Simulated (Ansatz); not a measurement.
# Lattice dynamics of Ra (Im-3m, 1 atom in the cell)

How does Ra (Im-3m, 1 atom in the cell) vibrate, and is this structure a minimum?

Main program and level: Ansatz 0.2.0; DFT PBEsol, scalar-relativistic, plane waves, PAW.

Most raw output is cut from this account.

## 1. Starting point

It takes space group Im-3m (No. 229, cubic). Conventional cell: a = 5.148 Å, b = 5.148 Å, c = 5.148 Å, α = 90.00°, β = 90.00°, γ = 90.00°. Nearest to Ra lie 8 Ra at 4.46 Å.

## 2. Relaxation

The volume is held at the value of the starting cell, and symmetry leaves nothing else free, so this is a single point.

input.yaml

```yaml
crystal:
  lattice:
    - [-2.574, 2.574, 2.574]
    - [2.574, -2.574, 2.574]
    - [2.574, 2.574, -2.574]
  atoms:
    - { symbol: Ra, position: [0.0, 0.0, 0.0] }
kpoints:
  mp_grid: { grid: [12, 12, 12] }
hamiltonian:
  xc: pbesol
scf:
  occupations: { method: gaussian, width: 0.1 }
output:
  forces: true
  stress: true
  eigenvalues: true
  write_density: true
  write_potential: true
  elf: true
  volumetric_format: npy
```

On the command line:

```console
ansatz run input.yaml --threads 8 --pin off --max-ram 16384MiB --backend cpu --events-out ev --progress --plain --runs-dir out
```

Run time: 0.82 s. Hardware: 8 threads of Intel Xeon Platinum 8488C (Sapphire Rapids), shared host; peak memory 0.63 GiB.

This step gave:

| Property | Result |
| --- | --- |
| pressure | -0.3735 GPa |
| volume per atom | 68.22 Å³ |
| gap on the k-mesh | 0 eV |

ELF in the ac plane of the conventional cell at fractional y = 0.000, with atoms of Ra within 0.2 Å of it. It is the smooth field of the valence electrons, not physical close to the nuclei.

Values, 14 rows by 14 columns, each cell a mean:
```
0.07 0.35 0.66 0.58 0.25 0.17 0.30 0.35 0.22 0.18 0.44 0.68 0.53 0.15
0.47 0.61 0.67 0.47 0.19 0.18 0.32 0.37 0.24 0.15 0.32 0.62 0.67 0.53
0.68 0.66 0.52 0.26 0.14 0.22 0.35 0.39 0.28 0.16 0.18 0.41 0.62 0.68
0.46 0.38 0.24 0.14 0.17 0.28 0.38 0.40 0.34 0.22 0.14 0.18 0.32 0.44
0.18 0.16 0.15 0.18 0.27 0.35 0.39 0.39 0.37 0.31 0.22 0.16 0.15 0.18
0.22 0.23 0.26 0.31 0.36 0.38 0.38 0.38 0.38 0.37 0.34 0.28 0.24 0.22
0.35 0.36 0.38 0.40 0.40 0.39 0.38 0.37 0.38 0.39 0.40 0.39 0.37 0.35
0.30 0.31 0.34 0.37 0.39 0.39 0.38 0.38 0.38 0.39 0.38 0.35 0.32 0.30
0.17 0.17 0.20 0.25 0.32 0.37 0.39 0.39 0.38 0.35 0.28 0.22 0.18 0.17
0.27 0.22 0.15 0.15 0.22 0.32 0.39 0.40 0.36 0.27 0.17 0.14 0.19 0.25
0.61 0.53 0.35 0.17 0.15 0.25 0.37 0.40 0.31 0.18 0.14 0.26 0.47 0.58
0.65 0.68 0.62 0.35 0.15 0.20 0.34 0.38 0.26 0.15 0.24 0.52 0.67 0.66
0.26 0.51 0.68 0.53 0.22 0.17 0.31 0.36 0.23 0.16 0.38 0.66 0.61 0.35
0.02 0.26 0.65 0.61 0.27 0.17 0.30 0.35 0.22 0.18 0.46 0.68 0.47 0.07
```
Columns run along a (5.1 Å), rows up along c (5.1 Å), edges of the conventional cell, whose origin can differ from the input's. Atoms in or near the plane, at fractional coordinates: Ra at (0.00, 0.00).

Valence density in the ac plane of the conventional cell at fractional y = 0.000, with atoms of Ra within 0.2 Å of it. It is the smooth field of the valence electrons, not physical close to the nuclei.

Values in e/Å³, 14 rows by 14 columns, each cell a mean:
```
11  6  2  0  0  0  0  0  0  0  0  1  4  8
 5  2  1  0  0  0  0  0  0  0  0  0  1  4
 1  1  0  0  0  0  0  0  0  0  0  0  0  1
 0  0  0  0  0  0  0  0  0  0  0  0  0  0
 0  0  0  0  0  0  0  0  0  0  0  0  0  0
 0  0  0  0  0  0  0  0  0  0  0  0  0  0
 0  0  0  0  0  0  0  0  0  0  0  0  0  0
 0  0  0  0  0  0  0  0  0  0  0  0  0  0
 0  0  0  0  0  0  0  0  0  0  0  0  0  0
 0  0  0  0  0  0  0  0  0  0  0  0  0  0
 0  0  0  0  0  0  0  0  0  0  0  0  0  0
 2  1  0  0  0  0  0  0  0  0  0  0  1  2
 8  4  1  0  0  0  0  0  0  0  0  1  2  6
17  8  2  0  0  0  0  0  0  0  0  1  5 11
```
Columns run along a (5.1 Å), rows up along c (5.1 Å), edges of the conventional cell, whose origin can differ from the input's. Atoms in or near the plane, at fractional coordinates: Ra at (0.00, 0.00).

Electrostatic potential energy in the ac plane of the conventional cell at fractional y = 0.000, with atoms of Ra within 0.2 Å of it. With pseudopotentials it is smooth inside the atoms' cores, unlike the true potential.

Ten even steps from '0' (-89 eV) to '9' (10 eV), each cell a mean:
```
70589999999704
03799999999850
77899999999987
99999999999999
99999999999999
99999999999999
99999999999999
99999999999999
99999999999999
99999999999999
88999999999998
46899999999875
10689999999730
91489999999707
```
Columns run along a (5.1 Å; values clipped at the 3rd and 97th percentile), rows up along c (5.1 Å), edges of the conventional cell, whose origin can differ from the input's. Atoms in or near the plane, at fractional coordinates: Ra at (0.00, 0.00).

## 3. Tight relaxation

Symmetry and the fixed volume leave nothing to relax, so a single point is run, using the mesh and the filling of the phonon run that follows.

input.yaml, the sections that differ from step 2:

```yaml
scf:
  occupations: { method: methfessel_paxton, width: 0.2 }
output:
  forces: true
  stress: true
  eigenvalues: true
# crystal, kpoints, hamiltonian: as in step 2
```

Run time: 0.67 s. Hardware: 8 threads; peak memory 0.62 GiB; 3.8 s of CPU time.

This step gave:

| Quantity | Value |
| --- | --- |
| pressure | -0.3821 GPa |

The forces vanish by symmetry. The volume is held at 68.22 Å³/atom, so a pressure of -0.38 GPa remains at this level.

## 4. Response at finite wavevector

Stability and thermal properties need the whole zone. Linear response on a 4×4×4 q mesh gives force constants as far as a supercell of that size would.

input.yaml, the sections that differ from step 3:

```yaml
output:
  eigenvalues: true
phonons:
  method: dfpt
  qmesh: [4, 4, 4]
  temperatures: { t_max: 400, t_step: 50 }
  qpath:
    path:
      - [[0.0, 0.0, 0.0], [0.5, -0.5, 0.5], [0.0, 0.0, 0.5], [0.0, 0.0, 0.0], [0.25, 0.25, 0.25], [0.5, -0.5, 0.5]]
      - [[0.25, 0.25, 0.25], [0.0, 0.0, 0.5]]
    npoints: 10
# crystal, kpoints, hamiltonian, scf: as in step 3
```

Elapsed: 1.7 min, on 8 threads; peak memory 5.4 GiB.

This step gave:

| Quantity | Value |
| --- | --- |
| sum-rule residual before enforcement | 6.32e-5 eV/Å² |
| lowest frequency on the path | 0 cm⁻¹ |
| highest frequency on the path or at a solved wavevector | 58.44 cm⁻¹ |
| mean frequency | 39.2 cm⁻¹ |
| Debye temperature (second moment) | 77 K |
| logarithmic mean frequency | 36.4 cm⁻¹ |
| lowest mode on the q mesh (acoustic modes at Γ apart) | 11.06 cm⁻¹ |
| zero-point energy per atom | 7.3 meV |
| heat capacity at 300 K | 24.86 J/(mol atoms K) |
| vibrational entropy at 300 K | 68.54 J/(mol atoms K) |

Frequencies (cm⁻¹) solved at each irreducible wavevector; negative means imaginary. Frequencies by wavevector, by row:

```
q in reciprocal lattice units  star  mode 1  mode 2  mode 3
                        0 0 0     1       0       0       0
                     0 0 0.25    12    11.1    29.5      39
                     0 0 -0.5     6    15.2    43.1    58.4
                  0 0.25 0.25    24    26.7      42    53.9
               0.25 0.25 0.25     2    42.2    42.2    42.2
              0.25 0.25 -0.25     6      35    41.1    41.1
               0.25 -0.5 -0.5    12    38.7    50.4    58.1
               -0.5 -0.5 -0.5     1    58.2    58.2    58.2
```

Interpolated from a 4×4×4 q mesh. Phonon branches along the path, in cm⁻¹:

```
    point  branch 1  branch 2  branch 3
        Γ         0         0         0
  halfway        35        41        41
        H        58        58        58
  halfway        39        50        58
        N        15        43        58
  halfway        11        30        39
        Γ         0         0         0
  halfway        25        25        47
        P        42        42        42
  halfway        34        54        54
        H        58        58        58
jump to P        42        42        42
  halfway        27        44        54
        N        15        43        58
```

Tetrahedra on a 20×20×20 mesh, mean over bins of 1 cm-1. Interpolated from a 4×4×4 q mesh. Table of phonon density of states by wavenumber; read off at these points:

```
wavenumber (cm⁻¹)  phonon density of states (1/cm⁻¹/cell)
              0.5                                  4.0e-5
              3.5                                  7.6e-4
              6.5                                 0.00325
              8.5                                  0.0068
             11.5                                  0.0122
             14.5                                  0.0237
             17.5                                  0.0408
             19.5                                  0.0447
             22.5                                  0.0501
             25.5                                  0.0546
             28.5                                  0.0595
             30.5                                  0.0626
             33.5                                  0.0484
             36.5                                  0.0501
             39.5                                  0.0582
             41.5                                  0.0738
             43.5                                   0.111
             44.5                                  0.0851
             47.5                                  0.0687
             50.5                                  0.0731
             52.5                                  0.0991
             53.5                                   0.125
             55.5                                   0.117
             58.5                                  0.0122
```

Second derivatives of the energy by pair, one row for each kind of neighbour of each atom listed. Each entry sums the pair over the periodic images of the supercell that the q mesh stands for, and in a polar crystal it holds the long-range dipole part too. Force constants by pair, by row:

```
atom  neighbour  distance (Å)  third of the trace (eV/Å²)  along the pair's line (eV/Å²)
 Ra1     itself             0                       1.427                              –
 Ra1         Ra         4.458                     -0.1712                        -0.4985
 Ra1         Ra         5.148                     -0.0244                         0.0118
 Ra1         Ra          7.28                      0.0028                         0.0124
```

Harmonic thermodynamic functions per atom, from the density of states. Interpolated from a 4×4×4 q mesh. Thermodynamic functions, by row:

```
T (K)  F_vib (meV/atom)  S (J/mol-atom/K)  C_V (J/mol-atom/K)
    0               7.3                 0                   0
   50              1.34             25.22               22.24
  100            -16.36             41.46               24.22
  200            -69.13             58.48               24.76
  300            -135.3             68.54               24.86
  400            -210.2             75.69               24.89
```

Harmonic mean-square displacement, third of the trace. Interpolated from a 4×4×4 q mesh. Mean square displacements, by row:

```
T (K)  Ra1 U_eq (Å²)
    0        0.00229
  100        0.01396
  300        0.04141
  600        0.08274
```

Symmetry leaves 8 wavevectors to solve. The lowest mode among them, the acoustic zeros apart, lies at q = (0, 0, 0.25) and is real, 11.1 cm⁻¹.

## 5. Summary of results

| Item | Value |
| --- | --- |
| space group (within 0.01 Å) | Im-3m |
| volume per atom | 68.2 Å³ |
| electronic character | no gap on this mesh |
| lowest mode on the q mesh (acoustic modes at Γ apart) | 11.1 cm⁻¹ |
| highest frequency on the path or at a solved wavevector | 58.4 cm⁻¹ |
| zero-point energy per atom | 7.3 meV |
| heat capacity at 300 K | 24.9 J/(mol atoms K) |
| vibrational entropy at 300 K | 68.5 J/(mol atoms K) |
| Debye temperature (second moment) | 77 K |
| imaginary modes on the 4×4×4 q mesh | none |

**Reading.** The structure is a minimum as far as tested: no mode is imaginary at the 8 irreducible wavevectors of the 4×4×4 mesh, and the softest away from the acoustic zeros lies at 11 cm⁻¹. The volume was held at that of the database entry and not relaxed, so the modes belong to a cell under -0.38 GPa at this level. With no gap, or one that is small against the smearing, the frequencies hang on the k mesh and the smearing, most of all near Kohn anomalies. Spin-orbit coupling is left out, which can matter for the heavy elements here. These are harmonic frequencies at zero temperature: anharmonic shifts, linewidths and thermal expansion are left out.

[Logs are printed without paths, hosts, clocks, repeated set-up lines and the standing remarks that a program may print on its own settings, such as how far it seeks lower states.]

[Hosts, paths, dates, database ids (printed as entryN), source tags and the programs' standing remarks are cut or masked in the printed files.]
